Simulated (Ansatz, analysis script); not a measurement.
# free-standing square Re monolayer, spacing 2.904 Å: energy less the state without spin against total moment, fitted and tested on a withheld row

System: free-standing square Re monolayer, spacing 2.904 Å, 1 Re in the cell. An idealised lattice of chosen spacing, in vacuum. Cell as run: a = 2.904, b = 2.904, c = 14.000 Å, angles 90.0, 90.0, 90.0°, 1 atoms.

Method: Free energy against the fixed total moment and moment against field, from collinear runs; LDA, PAW set soft_1 (analysis script 1). Settings shared by all rows: cutoff 420 eV, 19×19×1 k-mesh, Fermi-Dirac occupations, smearing width 0.1 eV. Among the fixed moments, E(M) falls 22.0 meV below the state without spin and is lowest near 0.955 μB on this grid. I·N/2 = 1.3 is over 1, so the state without spin is unstable to a uniform moment. The cell was taken as built, with atoms unrelaxed. In doubt: the program's search for lower states was switched off, so a lower magnetic state than those reached may exist.

Results; the value marked ? is withheld:

```tsv
total moment (μB/cell)	energy less the state without spin (meV/cell)
0	0.00
0.136	-1.05
0.273	-3.99
0.409	?
0.545	-12.92
0.682	-17.31
0.818	-20.55
0.955	-22.00
1.091	-20.94
1.227	-16.62
1.364	-8.17
1.5	4.90
```

What energy less the state without spin should the row at total moment = 0.409 μB/cell hold? Fit a suitable law to the other rows.

**Law.** Time reversal makes the energy even in the moment, so it is expanded as a Landau series from the state without spin. In symbols, E = c2 M² + c4 M⁴ + c6 M⁶, with energy less the state without spin in meV/cell.

**Fit.** Least squares on 10 rows gives c2 = -51.0958, c4 = 32.8038 and c6 = -4.0746.

```tsv
total moment (μB/cell)	computed	fit	computed − fit
0.136	-1.05	-0.934	-0.116
0.273	-3.99	-3.628	-0.362
0.545	-12.92	-12.389	-0.531
0.682	-17.31	-17.079	-0.231
0.818	-20.55	-20.723	0.173
0.955	-22.00	-22.406	0.406
1.091	-20.94	-21.214	0.274
1.227	-16.62	-16.477	-0.143
1.364	-8.17	-7.755	-0.415
1.5	4.90	4.691	0.209
```

The quadratic term is negative, so within this fit the state without spin is unstable against a small uniform moment.

**Prediction.** At total moment = 0.409 μB/cell the law predicts -7.648 meV/cell. The computed value is -8.21 meV/cell, 0.562 below the prediction. The row lies between fitted rows, so this is an interpolation. The miss is 1.8 times the rms residual of the fit, 0.314.

[Logs and program files are shortened in this print: banners, set-up blocks, solver, clock and traceback lines can be left out without a mark of their own.]

[Logs are printed without paths, hosts, clocks, repeated set-up lines and the standing remarks that a program may print on its own settings, such as how far it seeks lower states.]

[Hosts, paths, dates, database ids (printed as entryN), source tags and the programs' standing remarks are cut or masked in the printed files.]
